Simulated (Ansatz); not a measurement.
# Ge wire along [110], 16 atoms a period, H-terminated: bands by functional and under strain, part 2 of 3

Aim: is the Ge wire along [110], 16 atoms a period, H-terminated a metal or a semiconductor?

Ansatz 0.2.0; DFT PBE, plane waves, PAW; relaxation of a wire's period; PAW set soft_1 (the session's first sound run).

So far. Step 2 (Relaxing the period): The cell's length comes to 4.120 Å with spin left out.

### Step 3. The wire at its relaxed period

This step: DFT PBE, plane waves, PAW; bands of a perfect wire; PAW set soft_1 (Ansatz 0.2.0).

At the relaxed period the bands are computed along the axis; those that cross an energy going forward count the channels that a perfect wire would open there.

Input file input.yaml:

```yaml
crystal:
  lattice:
    - [18.681, 0.0, 0.0]
    - [0.0, 17.493, 0.0]
    - [0.0, 0.0, 4.1197008101]
  atoms:
    - { symbol: Ge, position: [0.385357784, 0.384308505, 0.0] }
    - { symbol: H, position: [0.414626598, 0.802191477, 0.0] }
    - { symbol: Ge, position: [0.463120549, 0.27023709, 0.0] }
    - { symbol: Ge, position: [0.462034169, 0.500009703, 0.0] }
    - { symbol: Ge, position: [0.689403496, 0.385963684, 0.0] }
    - { symbol: H, position: [0.737098722, 0.3129351, 0.0] }
    - { symbol: Ge, position: [0.766112732, 0.500009703, 0.0] }
    - { symbol: H, position: [0.184058752, 0.500009703, 0.202158308] }
    - { symbol: H, position: [0.815959065, 0.500009703, 0.297841692] }
    - { symbol: Ge, position: [0.233905085, 0.500009703, 0.5] }
    - { symbol: H, position: [0.262919095, 0.3129351, 0.5] }
    - { symbol: H, position: [0.262919095, 0.687084306, 0.5] }
    - { symbol: Ge, position: [0.310614321, 0.385963684, 0.5] }
    - { symbol: Ge, position: [0.310614321, 0.614055722, 0.5] }
    - { symbol: Ge, position: [0.536897268, 0.27023709, 0.5] }
    - { symbol: Ge, position: [0.536897268, 0.729782315, 0.5] }
    - { symbol: Ge, position: [0.537983648, 0.500009703, 0.5] }
    - { symbol: H, position: [0.585391219, 0.197827929, 0.5] }
    - { symbol: H, position: [0.585391219, 0.802191477, 0.5] }
    - { symbol: Ge, position: [0.614660033, 0.384308505, 0.5] }
    - { symbol: Ge, position: [0.614660033, 0.6157109, 0.5] }
    - { symbol: H, position: [0.815959065, 0.500009703, 0.702158308] }
    - { symbol: H, position: [0.184058752, 0.500009703, 0.797841692] }
    - { symbol: Ge, position: [0.385357784, 0.6157109, 0.0] }
    - { symbol: H, position: [0.414626598, 0.197827929, 0.0] }
    - { symbol: Ge, position: [0.463120549, 0.729782315, 0.0] }
    - { symbol: Ge, position: [0.689403496, 0.614055722, 0.0] }
    - { symbol: H, position: [0.737098722, 0.687084306, 0.0] }
kpoints:
  mp_grid: { grid: [1, 1, 20] }
  band_path: { path: ["Γ", Z], npoints: 90 }
scf:
  occupations: { method: fermi_dirac, width: 0.05 }
hamiltonian:
  xc: pbe
  pseudopotentials: { kind: paw, azcp: { folder: soft_1 } }
output:
  dos: { e_range: [-5, 4] }
  write_potential: true
  write_density: true
  volumetric_format: npy
```

Run with:

```sh
ansatz run input.yaml --threads 4 --pin off --max-ram 16384MiB --backend cpu --events-out ev --progress --plain --runs-dir out
```

Numbers of over 12 decimals in the logs are rounded to 6 here.

What it wrote:

```text
[...]
Crystal: 28 atoms, lattice volume = 1346.264 Å³
Basis set: ecut = 420 eV, 26213 PW (Γ)
Bands: 146, of which v1, the nominal top of the filled ones, is band 118 counted from 1 (117 counted from 0)
Symmetry: 8 space group operations
[...]
k-points: 11 of 20
[...]
SCF iter   1: F=—  HF=-68910.390366 eV  |F-HF|=—  |Δ(HF+E_count)|=         —  Δρ=3.22e-2  dr2=1.18e1  ethr=3.10e-3  ⟨swp⟩=6.9  Hψ=6404  notcnv=0  defer=36
[...]
SCF iter  10: F=-68907.243735 eV  HF=-68907.243735 eV  |F-HF|=1.30e-8  |Δ(HF+E_count)|=   1.33e-6  Δρ=2.27e-6  dr2=7.57e-8  ethr=4.24e-11  ⟨swp⟩=11.7  Hψ=7602  notcnv=0
SCF 1 converged in 10 iterations: F = -68907.243735 eV  dr2 = 7.57e-8
[...]
NSCF: frozen V_eff on 91 k-points
WARN: The output density's exchange-correlation potential varies sharply where the density is thin. Do not read a vacuum level from v_tot or v_xc, or from such a field of the output density. On a cell that repeats whose density bears no net charge and no dipole along the vacuum's axis use v_es (v_loc + v_h of the components); under efield.dipole_correction with no amplitude use v_es + v_field, which holds any externa [...]
SCF converged after 10 iterations
Free energy (F): -68907.243735 eV
[...]
Internal energy: -68907.243735 eV  (E = F + TS)
E sigma→0 (E₀):  -68907.243735 eV
Entropy (-TS):   -0.000000 eV (-0.000 meV/atom)
Fermi energy:    -0.557210 eV
[...]
--- Band table (eV; the first three rows and the last of 11) ---
  k-point 0: bands = [... 114 lower, -2.1308, -2.0272, -1.6406, -1.2943, 0.2117, 0.2472, 0.2691, 0.4013, ... 24 higher]
  k-point 1: bands = [... 114 lower, -2.0947, -1.8799, -1.8111, -1.5167, 0.3942, 0.4392, 0.4779, 0.5937, ... 24 higher]
  k-point 2: bands = [... 114 lower, -2.1152, -2.0786, -1.9343, -1.8004, 0.8178, 0.8615, 0.9498, 1.0264, ... 24 higher]
  k-point 10: bands = [... 114 lower, -2.7527, -2.7527, -2.6629, -2.6629, 0.9510, 0.9510, 1.2146, 1.2146, ... 24 higher]
```

It took 4.7 min on 4 threads of Arm Neoverse V1, shared host; peak memory 9.1 GiB.

The column dr2 measures how far the density is from self-consistency, as an energy; F and HF (Harris–Foulkes) agree once it is small.

This step gave:

| Quantity | Value |
| --- | --- |
| band gap | 1.506 eV |

The electronic bands at the labelled points (eV, zero at the Fermi level; v1 is the highest filled band, c1 the lowest empty one):

```tsv
point	v4	v3	v2	v1	c1	c2	c3	c4
Γ	-1.57	-1.47	-1.08	-0.74	0.77	0.80	0.83	0.96
halfway	-1.84	-1.78	-1.69	-1.56	1.82	1.88	1.94	2.06
Z	-2.20	-2.20	-2.11	-2.11	1.51	1.51	1.77	1.77
```

The gap is 1.51 eV, with spin left out.

The path shows a direct gap of 1.51 eV (valence top at Γ, conduction bottom at Γ).

### Step 4. Another level of theory, cutoff 500 eV, k-mesh 1×1×15

This step: DFT r2SCAN, plane waves, PAW; bands of a perfect wire at the PBE geometry; PAW set soft_1 (Ansatz 0.2.0).

The atoms stay at the PBE geometry and the functional changes. r2SCAN also reads the kinetic-energy density; it often gives larger moments and wider gaps than PBE, at a higher cost. Against the first PBE run of this kind, the cutoff is 500 eV against 420 and the mesh along the wire has 15 points against 20.

Changes to input.yaml since step 3:

```diff
@@ -35,3 +35,3 @@
 kpoints:
-  mp_grid: { grid: [1, 1, 20] }
+  mp_grid: { grid: [1, 1, 15] }
   band_path: { path: ["Γ", Z], npoints: 90 }
@@ -40,8 +40,3 @@
 hamiltonian:
-  xc: pbe
+  xc: r2scan
   pseudopotentials: { kind: paw, azcp: { folder: soft_1 } }
-output:
-  dos: { e_range: [-5, 4] }
-  write_potential: true
-  write_density: true
-  volumetric_format: npy
```

What it wrote:

```text
[...]
Crystal: 28 atoms, lattice volume = 1346.264 Å³
Basis set: ecut = 500 eV, 34209 PW (Γ), exchange–correlation on 576×512×128 points (64 copies of the dense FFT grid, shifted against one another)
Bands: 146, of which v1, the nominal top of the filled ones, is band 118 counted from 1 (117 counted from 0)
Symmetry: 8 space group operations
[...]
k-points: 8 of 15
[...]
--- Band table (eV; the first three rows and the last of 8) ---
  k-point 0: bands = [... 114 lower, -2.3525, -2.2236, -1.8483, -1.4824, 0.3191, 0.3515, 0.3637, 0.5251, ... 24 higher]
  k-point 1: bands = [... 114 lower, -2.3201, -2.1239, -2.0443, -1.8343, 0.6333, 0.6763, 0.6818, 0.8849, ... 24 higher]
  k-point 2: bands = [... 114 lower, -2.3792, -2.3684, -2.3629, -2.0154, 1.2724, 1.2986, 1.4399, 1.4657, ... 24 higher]
  k-point 7: bands = [... 114 lower, -3.0446, -2.9794, -2.9570, -2.8470, 1.0475, 1.1386, 1.2888, 1.3431, ... 24 higher]
[key lines of the parts left out:]
SCF converged after 10 iterations
Free energy (F): -69034.673539 eV
Fermi energy:    -0.598558 eV
```

Run time: 7 min. Hardware: 4 threads; peak memory 13 GiB.

Numbers from this step:

```
band gap : 1.801 eV
```

Electronic bands along the path, in eV, zero at the Fermi level; v1 is the highest filled band, c1 the lowest empty one:

```tsv
point	v4	v3	v2	v1	c1	c2	c3	c4
Γ	-1.75	-1.63	-1.25	-0.88	0.92	0.95	0.96	1.12
halfway	-2.04	-1.98	-1.88	-1.74	2.01	2.08	2.09	2.23
Z	-2.41	-2.41	-2.32	-2.32	1.68	1.68	1.92	1.92
```

The gap is 1.80 eV, against 1.51 eV under PBE at the relaxed period.

### Step 5. Levels at the same atoms, level HSE06, cutoff 420 eV

This step: DFT HSE06, plane waves, PAW; levels of a perfect wire at the PBE geometry; PAW set soft_1 (Ansatz 0.2.0).

The atoms stay at the PBE geometry and the functional changes. HSE06 mixes in a quarter of short-range exact exchange, which removes part of the self-interaction that closes gaps; it is dear, so the mesh is thinner and no path is run. Against the first PBE run of this kind, the mesh along the wire has 8 points against 20.

Changes to input.yaml since step 4:

```diff
@@ -35,4 +35,3 @@
 kpoints:
-  mp_grid: { grid: [1, 1, 15] }
-  band_path: { path: ["Γ", Z], npoints: 90 }
+  mp_grid: { grid: [1, 1, 8] }
 scf:
@@ -40,3 +39,3 @@
 hamiltonian:
-  xc: r2scan
+  xc: hse06
   pseudopotentials: { kind: paw, azcp: { folder: soft_1 } }
```

What it wrote:

```text
[...]
--- Band table (eV; the first three rows and the last of 5) ---
  k-point 0: bands = [... 114 lower, -2.5744, -2.4415, -2.0319, -1.6606, 0.5283, 0.5315]
  k-point 1: bands = [... 114 lower, -2.5919, -2.5829, -2.5094, -2.2251, 1.4219, 1.4590]
  k-point 2: bands = [... 114 lower, -2.8731, -2.8255, -2.7173, -2.5622, 1.6168, 1.6784]
  k-point 4: bands = [... 114 lower, -3.2700, -3.2700, -3.1632, -3.1632, 1.3048, 1.3048]
  guard bands above this table: 26 of the run's 146 bands. The solve was not asked for them (output.publish_guard_bands: true or output.eigenvalues: true publishes all)
[key lines of the parts left out:]
Free energy (F): -68921.749388 eV
Fermi energy:    -0.586970 eV
```

The job ended after 11 min (4 threads; peak memory 10 GiB; 43 min of CPU time).

Numbers from this step:

| Item | Value |
| --- | --- |
| band gap | 2.189 eV |

The gap is 2.19 eV, against 1.51 eV under PBE at the relaxed period.

### Step 6. With spin-orbit coupling, k-mesh 1×1×13

This step: DFT PBE, plane waves, fully relativistic PAW; bands of a perfect wire with spin-orbit coupling; PAW set soft_1 (Ansatz 0.2.0).

Spin-orbit coupling mixes the spins and splits bands that cross or touch without it, so it can open or close channels. Fully relativistic datasets take the place of the scalar ones. Against the first PBE run of this kind, the mesh along the wire has 13 points against 20.

Changes to input.yaml since step 5:

```diff
@@ -35,3 +35,4 @@
 kpoints:
-  mp_grid: { grid: [1, 1, 8] }
+  mp_grid: { grid: [1, 1, 13] }
+  band_path: { path: ["Γ", Z], npoints: 90 }
 scf:
@@ -39,3 +40,6 @@
 hamiltonian:
-  xc: hse06
-  pseudopotentials: { kind: paw, azcp: { folder: soft_1 } }
+  xc: pbe
+  pseudopotentials: { kind: paw_fr, azcp: { folder: soft_1 } }
+magnetization:
+  noncollinear: true
+  spin_orbit: true
```

What it wrote:

```text
[...]
non-collinear run that drives no moment, with spin-orbit: no starting moment large enough to seed its density (crystal.atoms[].spin), no starting occupations that ask for one, no magnetisation constraint and no magnetic field, so the semilocal B_xc is pinned to zero
Crystal: 28 atoms, lattice volume = 1346.264 Å³
Basis set: ecut = 420 eV, 26213 PW (Γ)
[...]
k-point 0: bands = [... 232 lower, -1.6333, -1.6333, -1.2851, -1.2851, 0.2121, 0.2121, 0.2482, 0.2482, ... 52 higher]
  k-point 1: bands = [... 232 lower, -1.8273, -1.8273, -1.7155, -1.7155, 0.6062, 0.6062, 0.6528, 0.6528, ... 52 higher]
  k-point 2: bands = [... 232 lower, -2.1358, -2.1358, -1.8224, -1.8224, 1.3092, 1.3092, 1.3173, 1.3173, ... 52 higher]
  k-point 6: bands = [... 232 lower, -2.6698, -2.6698, -2.5739, -2.5739, 0.9180, 0.9180, 1.0193, 1.0193, ... 52 higher]
[key lines of the parts left out:]
SCF converged after 10 iterations
Magnetization: |M| = 0.0000 μB,  M = (+0.0000, +0.0000, +0.0000) μB
Free energy (F): -68908.827048 eV
Fermi energy:    -0.551732 eV
```

Wall time 1.6 h (4 threads); peak memory 13 GiB; 6.4 h of CPU time.

Numbers from this step:

```
band gap : 1.497 eV
```

The gap is 1.50 eV, against 1.51 eV under PBE at the relaxed period, with no moment.

### Step 7. All levels side by side

Times are for 4 threads of Arm Neoverse V1, shared host. The runs compared:

```tsv
no.	run	band gap (eV)	time	memory (GiB)
1	lead	1.506	4.7 min	9.1
2	levels	1.801	7 min	13
3	levels	2.189	11 min	10
4	SOC	1.497	1.6 h	13
```

[end of part 2 of 3]

[Logs are printed without paths, hosts, clocks, repeated set-up lines and the standing remarks that a program may print on its own settings, such as how far it seeks lower states.]

[Hosts, paths, dates, database ids (printed as entryN), source tags and the programs' standing remarks are cut or masked in the printed files.]
